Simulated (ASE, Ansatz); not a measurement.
# LiBH8C4O3F4 (P2_12_12_1) (252 atoms): geometry optimisation

Aim: bring LiBH8C4O3F4 (P2_12_12_1) (252 atoms) to a nearby minimum of the energy and see what moves.

Calculated with Ansatz 0.2.0; Kohn-Sham DFT, PBE+D3(BJ), PAW (set soft_2), plane waves.

## Step 1: Starting point

The cell holds 252 atoms: 12 Li, 12 B, 96 H, 48 C, 36 O and 48 F. Its edges and angles: a = 15.519 Å, b = 11.741 Å, c = 13.350 Å, α = 90.0°, β = 90.0°, γ = 90.0°. It derives from LiBH8C4O3F4 (P2_12_12_1), repeated 3×1×1. LiBH8C4O3F4, space group P2_12_12_1, structure from the Crystallography Open Database, 3 x 1 x 1 conventional cells; every coordinate displaced by a Gaussian of 0.01 Å; bonds to H set to neutron lengths (C-H 1.089, N-H 1.015, O-H 0.983, B-H 1.19 Å) where the listed ones are shorter.

Limits known from the start: Only the Γ point is sampled, in a cell whose shortest periodic width is 12 Å.

## Step 2: Single point at the start

A single point comes first, to see the forces before anything moves.

Contents of input.yaml:

```yaml
crystal:
  lattice:
    - [15.519, 0.0, 0.0]
    - [0.0, 11.741, 0.0]
    - [0.0, 0.0, 13.35]
  atoms:
    - { symbol: Li, position: [0.31242, 0.91193, 0.96254] }
    - { symbol: Li, position: [0.1872, 0.08786, 0.46089] }
    - { symbol: Li, position: [0.02044, 0.41215, 0.54008] }
    - { symbol: Li, position: [0.1447, 0.5873, 0.03821] }
    - { symbol: B, position: [0.15175, 0.86632, 0.08949] }
    - { symbol: B, position: [0.01516, 0.1355, 0.58987] }
    - { symbol: B, position: [0.18249, 0.36466, 0.41095] }
    - { symbol: B, position: [0.31776, 0.63454, 0.90871] }
    - { symbol: H, position: [0.06005, 0.28084, 0.89562] }
    - { symbol: H, position: [0.10737, 0.71769, 0.3975] }
    - { symbol: H, position: [0.27523, 0.78105, 0.60074] }
    - { symbol: H, position: [0.22476, 0.21711, 0.10156] }
    - { symbol: H, position: [0.31158, 0.33522, 0.97915] }
    - { symbol: H, position: [0.18793, 0.66615, 0.47939] }
    - { symbol: H, position: [0.02051, 0.83331, 0.51932] }
    - { symbol: H, position: [0.14586, 0.16635, 0.01873] }
    - { symbol: H, position: [0.31589, 0.39078, 0.85933] }
    - { symbol: H, position: [0.18383, 0.6106, 0.35776] }
    - { symbol: H, position: [0.01665, 0.89074, 0.64269] }
    - { symbol: H, position: [0.15059, 0.10812, 0.14203] }
    - { symbol: H, position: [0.14537, 0.07491, 0.85469] }
    - { symbol: H, position: [0.02071, 0.92715, 0.35475] }
    - { symbol: H, position: [0.18702, 0.57648, 0.64606] }
    - { symbol: H, position: [0.31305, 0.42628, 0.14337] }
    - { symbol: H, position: [0.21032, 0.07449, 0.74616] }
    - { symbol: H, position: [0.289, 0.92608, 0.24571] }
    - { symbol: H, position: [0.12276, 0.57436, 0.75346] }
    - { symbol: H, position: [0.04443, 0.42517, 0.2545] }
    - { symbol: H, position: [0.17245, 0.88416, 0.71058] }
    - { symbol: H, position: [0.32765, 0.11701, 0.20924] }
    - { symbol: H, position: [0.1602, 0.3839, 0.78953] }
    - { symbol: H, position: [0.00666, 0.61776, 0.29117] }
    [... 214 atom lines left out ...]
    - { symbol: F, position: [0.90755, 0.41292, 0.47709] }
    - { symbol: F, position: [0.92556, 0.58845, 0.97618] }
    - { symbol: F, position: [0.7939, 0.89305, 0.18698] }
    - { symbol: F, position: [0.70472, 0.1089, 0.6866] }
    - { symbol: F, position: [0.87252, 0.39163, 0.31401] }
    - { symbol: F, position: [0.96095, 0.60838, 0.81278] }
kpoints:
  mp_grid: { grid: [1, 1, 1] }
hamiltonian:
  xc: pbe
  dispersion: d3bj
scf:
  occupations: { method: fermi_dirac, width: 0.05 }
output:
  forces: true
  stress: true
  populations: true
  dos:
    method: { smearing: { sigma: 0.1 } }
    de: 0.1
    projected: { site_lists: { B: [B], C: [C], F: [F], H: [H], Li: [Li] } }
  eigenvalues: true
```

The run is started by

```console
$ ansatz run input.yaml --threads 4 --pin off --max-ram 8192MiB --backend cpu --events-out ev --progress --plain --runs-dir out
```

Numbers of over 12 decimals in the logs are rounded to 6 here.

The program printed:

```text
Engine: ansatz 0.2.0, aarch64-unknown-linux-gnu
Pseudopotentials: kind: paw
Pseudopotential: Li, paw, valence charge 3, recommended cutoff 420 eV (normal), Li.paw.azcp
Pseudopotential: B, paw, valence charge 3, recommended cutoff 420 eV (normal), B.paw.azcp
Pseudopotential: H, paw, valence charge 1, recommended cutoff 420 eV (normal), H.paw.azcp
Pseudopotential: C, paw, valence charge 4, recommended cutoff 420 eV (normal), C.paw.azcp
Pseudopotential: O, paw, valence charge 6, recommended cutoff 420 eV (normal), O.paw.azcp
Pseudopotential: F, paw, valence charge 7, recommended cutoff 420 eV (normal), F.paw.azcp
[... 5 lines on functional and potentials left out ...]
Crystal: 252 atoms, lattice volume = 2432.485 Å³
Basis set: ecut = 420 eV, 47605 PW (Γ), exchange–correlation on 216×160×180 points (8 copies of the dense FFT grid, shifted against one another)
Bands: 708, of which v1, the nominal top of the filled ones, is band 456 counted from 1 (455 counted from 0)
Symmetry: 1 space group operations
Space group: P1 (ITA 1), of the structure as read, at distance tolerance 1.3e-4 Å
k-points: 1
[... 13 lines on functional and potentials left out ...]
Initial density: superposition of atomic densities (neutral atoms: chi_scale 0, normalization atom), corrected by the library's trained network
Initial wavefunctions: pseudopotential atomic-orbital guess
Functional: x = pbe(κ = 0.804, μ = 0.219515), c = pbe(β = 0.066725)
SCF iter   1: F=—  HF=-77210.702403 eV  |F-HF|=—  |Δ(HF+E_count)|=         —  Δρ=5.27e-3  dr2=7.11e-1  ethr=1.77e-3  ⟨swp⟩=6.0  Hψ=2856  notcnv=0  defer=208
preconditioner: auto → Resta (q_TF=auto, 2.317 Å⁻¹)  ε∞=2.5  [insulator: Δε(μ)=5.213 eV  Ē_g=18.316 eV  σ=0.050 eV  W_gap=1.00  n_scr=518 (ndim 8)  ℏωp=22.4 eV  f_vac=0.182  D(μ)=0.00/eV (n_scr^D=0)  ε∞_Penn≈2.5]
SCF iter   2: F=—  HF=-77210.504010 eV  |F-HF|=—  |Δ(HF+E_count)|=   1.98e-1  Δρ=2.55e-3  dr2=1.43e-1  ethr=7.80e-5  ⟨swp⟩=2.0  Hψ=1050  notcnv=0  defer=240
SCF iter   3: F=—  HF=-77210.478224 eV  |F-HF|=—  |Δ(HF+E_count)|=   2.58e-2  Δρ=1.02e-3  dr2=3.52e-2  ethr=1.57e-5  ⟨swp⟩=2.0  Hψ=852  notcnv=0  defer=240
SCF iter   4: F=—  HF=-77210.470125 eV  |F-HF|=—  |Δ(HF+E_count)|=   8.10e-3  Δρ=3.51e-4  dr2=3.92e-3  ethr=3.86e-6  ⟨swp⟩=2.0  Hψ=852  notcnv=0  defer=240
SCF iter   5: F=—  HF=-77210.469628 eV  |F-HF|=—  |Δ(HF+E_count)|=   4.96e-4  Δρ=1.32e-4  dr2=3.49e-4  ethr=4.30e-7  ⟨swp⟩=2.0  Hψ=852  notcnv=0  defer=240
SCF iter   6: F=—  HF=-77210.469752 eV  |F-HF|=—  |Δ(HF+E_count)|=   1.23e-4  Δρ=8.20e-5  dr2=1.23e-4  ethr=3.83e-8  ⟨swp⟩=2.0  Hψ=863  notcnv=0  defer=240
SCF iter   7: F=—  HF=-77210.469727 eV  |F-HF|=—  |Δ(HF+E_count)|=   2.50e-5  Δρ=2.13e-5  dr2=8.77e-6  ethr=1.35e-8  ⟨swp⟩=2.0  Hψ=863  notcnv=0  defer=240
SCF iter   8: F=—  HF=-77210.472434 eV  |F-HF|=—  |Δ(HF+E_count)|=   2.71e-3  Δρ=9.34e-6  dr2=1.47e-6  ethr=9.62e-10  ⟨swp⟩=3.0  Hψ=925  notcnv=0  defer=240
SCF iter   9: F=—  HF=-77210.472434 eV  |F-HF|=—  |Δ(HF+E_count)|=   4.63e-7  Δρ=2.61e-6  dr2=1.05e-7  ethr=1.61e-10  ⟨swp⟩=2.0  Hψ=892  notcnv=0  defer=240
SCF iter  10: F=-77210.472435 eV  HF=-77210.472435 eV  |F-HF|=8.29e-10  |Δ(HF+E_count)|=   1.88e-7  Δρ=9.79e-7  dr2=1.93e-8  ethr=1.10e-11  ⟨swp⟩=17.0  Hψ=4997  notcnv=0
SCF 1 converged in 10 iterations: F = -77210.472435 eV  dr2 = 1.93e-8
  greatest PAW one-centre occupation: 1.000 electrons in one spin orbital (limit 2), on the Li atom at site 170 (counted from 0), in its partial waves of l = 0
SCF converged after 10 iterations
Free energy (F): -77210.472435 eV
Harris-Foulkes:  -77210.472435 eV  (|F-HF|=8.29e-10)
Internal energy: -77210.472435 eV  (E = F + TS)
E sigma→0 (E₀):  -77210.472435 eV
Fermi energy:    2.391401 eV
--- Per-component energies (eV) ---
  E_band       = -8227.901426
  E_kinetic    = 22861.241295
  E_local      = -76431.650027  (includes V_loc(G=0)·N_el)
  E_nonlocal   = 6480.560881
  E_hartree    = 28400.285363
  E_xc         = -10147.362934
  E_vxc        = -12857.317675  (∫ρ·V_xc dr)
  E_paw        = -21372.249408  (= ΣΔE_a)
  E_vpaw       = -5081.374539  (= ΣTr[D̂ρ^β])
  E_aug_tail   = 0.057057  (compensation charges beyond the density's cutoff)
  E_ewald      = -26986.608287
  E_disp       = -14.746375  (pairwise vdW)
  E_smearing   = -0.000000  (= −TS)
  E_closure    = -0.000000  (closes the sum)
  Σ components = -77210.472435   (vs F -77210.472435, Δ=0.00e0)
--- Forces (eV/Å), atoms counted from 1 ---
  atom   1  Li    -0.00025278    -0.02906494    -0.05863161
  atom   2  Li     0.01645762     0.06026250     0.04667985
  atom   3  Li     0.04408152     0.01221652    -0.04881017
  atom   4  Li     0.08731378     0.07183683     0.00590632
  atom   5  B     -0.40983878    -0.70702118     0.38250769
  atom   6  B      0.01948942    -0.34689680     0.33599152
  atom   7  B      0.19306502     0.33017762    -0.13815697
  atom   8  B      0.19617951     0.12616269     1.10836214
  atom   9  H     -0.56575240     0.22050945    -0.05358897
  atom  10  H      0.08302489     0.07135144    -0.21005797
  atom  11  H     -0.61712618    -0.12115891     0.37835603
  atom  12  H      0.86701641     0.37052068     0.26543828
  atom  13  H     -0.43807792    -0.17532433     0.65328224
  atom  14  H      0.46881877     0.21971769     0.42205660
[...]
atom 251  F      0.19693646     0.18482084    -0.82759087
  atom 252  F     -0.22170512    -0.11312009    -0.88859717
  max |Σ_I F_I| component: 9.35e-5 eV/Å
--- Stress (GPa, compression-positive) ---
        3.033910      -0.012985       0.157988
       -0.012984       3.562880      -0.035552
        0.157988      -0.035553       2.887179
  P = ⅓ Tr σ = 3.1613 GPa (31.613 kbar)
--- Band table (eV) ---
  k-point 0: bands = ["-42.8864", "-42.8766", "-42.8608", "-42.8355", [... 692 levels ...], "13.4707", "13.4871", "13.5322", "13.5478", "13.5714", "13.5974", "13.6112", "13.6486", "13.6957", "13.7272", "13.7472", "13.7546"]
--- Löwdin populations: 252 sites ---
  site symbol       q [e]
     0     Li      2.2194
     1     Li      2.2184
     2     Li      2.2187
[...]
251      F      7.3646
  spilling = 0.010291 (of n_electrons = 912.000000)
```

It took 79 s on 4 threads of Arm Neoverse V2, shared host; peak memory 4.1 GiB.

Reading the cycles: dr2 is the Hartree energy of the density residual (eV), the measure of convergence; HF is the Harris–Foulkes estimate of the energy, which meets the free energy F at convergence.

Numbers from this run:

```yaml
free_energy: -77210.4724 eV
free_energy_per_atom: -306.3908 eV/atom
scf_cycles: 10
pressure: 3.161 GPa
r_m_s_force_component: 0.5167 eV/Å
longest_force: 2.239 eV/Å
fermi_energy: 2.391 eV
spacing_of_highest_filled_and_lowest_empty_level: 4.864 eV
spilling_of_the_projection: 0.01029
```

The r.m.s. force component of 0.52 eV/Å and the pressure of 3.2 GPa set the starting point.

Neighbours are counted within 1.34 Å (H-C), 1.85 Å (C-C), 1.73 Å (C-O), 1.72 Å (F-B), 2.38 Å (F-Li), 2.52 Å (O-Li).

Length of the force by element and coordination:

```
element  coordination  atoms  mean length of the force (eV/Å)  spread   least   most
      B           all     12                            0.632   0.271   0.178   1.13
      C           all     48                             1.10   0.473   0.251   2.24
      C             3     12                             1.26   0.501   0.375   2.00
      C             4     36                             1.05   0.451   0.251   2.24
      F           all     48                            0.906   0.371   0.196   1.91
      F             1     12                            0.989   0.320   0.401   1.77
      F             2     36                            0.878   0.382   0.196   1.91
      H           all     96                            0.558   0.337  0.0915   1.71
     Li           all     12                           0.0778  0.0266  0.0306  0.118
      O           all     36                            0.894   0.564  0.0955   2.11
      O             2     24                             1.04   0.616  0.0955   2.11
      O             3     12                            0.607   0.267   0.219   1.20
```

## Step 3: Relaxation

With the cell held, the atoms are moved downhill towards a nearby minimum.

input.yaml, the sections that differ from step 2:

```yaml
output:
  forces: true
relax:
  f_tol: 0.03
  max_steps: 200
# crystal, kpoints, hamiltonian, scf: as in step 2
```

The program printed:

```text
[...]
Crystal: 252 atoms, lattice volume = 2432.485 Å³
Basis set: ecut = 420 eV, 47605 PW (Γ), exchange–correlation on 216×160×180 points (8 copies of the dense FFT grid, shifted against one another)
Bands: 708, of which v1, the nominal top of the filled ones, is band 456 counted from 1 (455 counted from 0)
Symmetry: 1 space group operations
[...]
k-points: 1
[...]
SCF iter   1: F=—  HF=-77210.702402 eV  |F-HF|=—  |Δ(HF+E_count)|=         —  Δρ=5.27e-3  dr2=7.11e-1  ethr=1.77e-3  ⟨swp⟩=6.0  Hψ=2856  notcnv=0  defer=208
[...]
SCF iter   7: F=-77210.472430 eV  HF=-77210.472432 eV  |F-HF|=1.58e-6  |Δ(HF+E_count)|=   1.99e-5  Δρ=2.14e-5  dr2=8.93e-6  ethr=2.47e-9  ⟨swp⟩=3.0  Hψ=2093  notcnv=0
SCF 1 converged in 7 iterations: F = -77210.472430 eV  dr2 = 8.93e-6
[...]
relax step   1: F+E_penalty+E_count = -77210.47242998 eV  Δ(F+E_penalty+E_count) = +0.000e0 eV  max|allowed force component| = 1.857e0 eV/Å  Δτ_max = 0.0000 Å  (7 SCF iters, dr2 threshold 2.25e-5 eV, accepted)
[...]
relax step   2: F+E_penalty+E_count = -77212.32633230 eV  Δ(F+E_penalty+E_count) = -1.854e0 eV  max|allowed force component| = 8.339e-1 eV/Å  Δτ_max = 0.1086 Å  (6 SCF iters, dr2 threshold 1.00e-4 eV, accepted)
[...]
relax step   3: F+E_penalty+E_count = -77212.62218200 eV  Δ(F+E_penalty+E_count) = -2.958e-1 eV  max|allowed force component| = 4.644e-1 eV/Å  Δτ_max = 0.1054 Å  (7 SCF iters, dr2 threshold 4.35e-5 eV, accepted)
relax step   4: F+E_penalty+E_count = -77212.67604833 eV  Δ(F+E_penalty+E_count) = -5.387e-2 eV  max|allowed force component| = 1.926e-1 eV/Å  Δτ_max = 0.1931 Å  (7 SCF iters, dr2 threshold 4.35e-5 eV, accepted)
relax step   5: F+E_penalty+E_count = -77212.73319670 eV  Δ(F+E_penalty+E_count) = -5.715e-2 eV  max|allowed force component| = 8.272e-2 eV/Å  Δτ_max = 0.0945 Å  (7 SCF iters, dr2 threshold 6.38e-6 eV, accepted)
relax step   6: F+E_penalty+E_count = -77212.74409362 eV  Δ(F+E_penalty+E_count) = -1.090e-2 eV  max|allowed force component| = 3.023e-2 eV/Å  Δτ_max = 0.0280 Å  (7 SCF iters, dr2 threshold 1.18e-6 eV, accepted)
relax step   7: F+E_penalty+E_count = -77212.75580556 eV  Δ(F+E_penalty+E_count) = -1.171e-2 eV  max|allowed force component| = 4.916e-2 eV/Å  Δτ_max = 0.0626 Å  (9 SCF iters, accepted)
relax step   8: F+E_penalty+E_count = -77212.76044652 eV  Δ(F+E_penalty+E_count) = -4.641e-3 eV  max|allowed force component| = 3.697e-2 eV/Å  Δτ_max = 0.0446 Å  (8 SCF iters, accepted)
relax step   9: F+E_penalty+E_count = -77212.76267276 eV  Δ(F+E_penalty+E_count) = -2.226e-3 eV  max|allowed force component| = 3.650e-2 eV/Å  Δτ_max = 0.0246 Å  (7 SCF iters, accepted)
[...]
relax step  10: F+E_penalty+E_count = -77212.76370583 eV  Δ(F+E_penalty+E_count) = -1.033e-3 eV  max|allowed force component| = 2.710e-2 eV/Å  Δτ_max = 0.0169 Å  (7 SCF iters, accepted)
SCF converged after 7 iterations
Free energy (F): -77212.763706 eV
[...]
Internal energy: -77212.763706 eV  (E = F + TS)
E sigma→0 (E₀):  -77212.763706 eV
Fermi energy:    2.349930 eV
[...]
--- Forces (eV/Å), atoms counted from 1 ---
  atom   1  Li     0.00035027    -0.00047448    -0.00048773
  atom   2  Li    -0.00143679    -0.00102912    -0.00017635
  atom   3  Li    -0.00142749     0.00196822     0.00150699
  atom   4  Li     0.00058278     0.00018803    -0.00086280
  atom   5  B      0.00125359    -0.00094637     0.00368744
  atom   6  B     -0.00103800    -0.00518290     0.00288849
  atom   7  B     -0.00147583     0.00530212    -0.00098482
  atom   8  B      0.00161537    -0.00096464     0.00064679
  atom   9  H     -0.00167730    -0.00036882    -0.00021230
  atom  10  H      0.01164682    -0.00202343    -0.00195547
  atom  11  H      0.01109942     0.00177586     0.00135873
  atom  12  H     -0.00388252    -0.00070521     0.00004528
  atom  13  H      0.00008575    -0.00006111    -0.00422846
  atom  14  H     -0.00379335     0.00244770    -0.01315849
[...]
atom 251  F     -0.00175621    -0.00017327     0.00647472
  atom 252  F      0.00109135     0.00085490     0.00464207
  max |Σ_I F_I| component: 1.79e-5 eV/Å
--- Relaxed structure (10 steps of the walk, 10 accepted, 0 SCFs on fresh bases) ---
  F+E_penalty+E_count = -77212.76370583 eV   max|allowed force component| = 2.710e-2 eV/Å
  atoms:
    - { symbol: Li, position: [0.317724, 0.913870, 0.959976] }
    - { symbol: Li, position: [0.182274, 0.086168, 0.460039] }
    - { symbol: Li, position: [0.015591, 0.413783, 0.539774] }
    - { symbol: Li, position: [0.151087, 0.586180, 0.039934] }
[...]
- { symbol: F, position: [0.959907, 0.603731, 0.816920] }
```

It took 5.7 min on 4 threads; peak memory 4.1 GiB.

The steps of the relaxation:

```
step  energy less that of the first step (eV)  largest force component (eV/Å)
   1                                   0.0000                          1.8568
   2                                  -1.8539                          0.8339
   3                                  -2.1498                          0.4644
   4                                  -2.2036                          0.1926
   5                                  -2.2608                          0.0827
   6                                  -2.2717                          0.0302
   7                                  -2.2834                          0.0492
   8                                  -2.2880                          0.0370
   9                                  -2.2902                          0.0365
  10                                  -2.2913                          0.0271
```

The atoms that moved most (Å):

```
atom      dx      dy      dz  length
H206  -0.229   0.014  -0.170   0.286
 H16  -0.223  -0.122   0.105   0.275
 H99   0.237   0.095   0.098   0.274
 H15   0.227   0.120   0.092   0.273
H122  -0.216   0.020  -0.161   0.270
 H97  -0.223   0.121  -0.091   0.269
H182   0.234  -0.102  -0.084   0.269
H124   0.213   0.000   0.161   0.267
```

The relaxation changed the energy by -9.09 meV/atom, and atoms moved by 0.13 Å r.m.s., 0.29 Å at most.

[end of part 1 of 2]

[Logs are printed without paths, hosts, clocks, repeated set-up lines and the standing remarks that a program may print on its own settings, such as how far it seeks lower states.]

[Hosts, paths, dates, database ids (printed as entryN), source tags and the programs' standing remarks are cut or masked in the printed files.]
